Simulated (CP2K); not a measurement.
Two runs for the O K edge of 2-fluorofuran. Run A: CP2K XAS_TDP, all-electron GAPW, PBEh(45%), aug-cc-pVDZ, TDA, no relativity. Run B differs in one setting.

First lines with a strength over 0.0015. A:

```
              atom  energy (eV)  states  strength, one atom
O6 (bonded to 2 C)       531.18       1              0.0277
                         533.63       1              0.0020
                         534.22       1              0.0065
                         534.67       1              0.0037
                         534.87       1              0.0321
```

B:

```
              atom  energy (eV)  states  strength, one atom
O6 (bonded to 2 C)       535.80       1              0.0275
                         538.25       1              0.0020
                         538.84       1              0.0064
                         539.29       1              0.0037
                         539.48       1              0.0319
```

Which was it: scalar relativity switched on, the functional, GW2X switched on, the basis?

GW2X switched on. GW2X shifts an atom's lines together and keeps their spacings. Against PBEh(45%) in aug-cc-pVDZ, the leading line moves by +4.62 eV, to 535.80 eV.

[Banner, clock and machine lines of the logs are left out without a mark of their own.]

[Logs are printed without paths, hosts, clocks, repeated set-up lines and the standing remarks that a program may print on its own settings, such as how far it seeks lower states.]

[Hosts, paths, dates, database ids (printed as entryN), source tags and the programs' standing remarks are cut or masked in the printed files.]
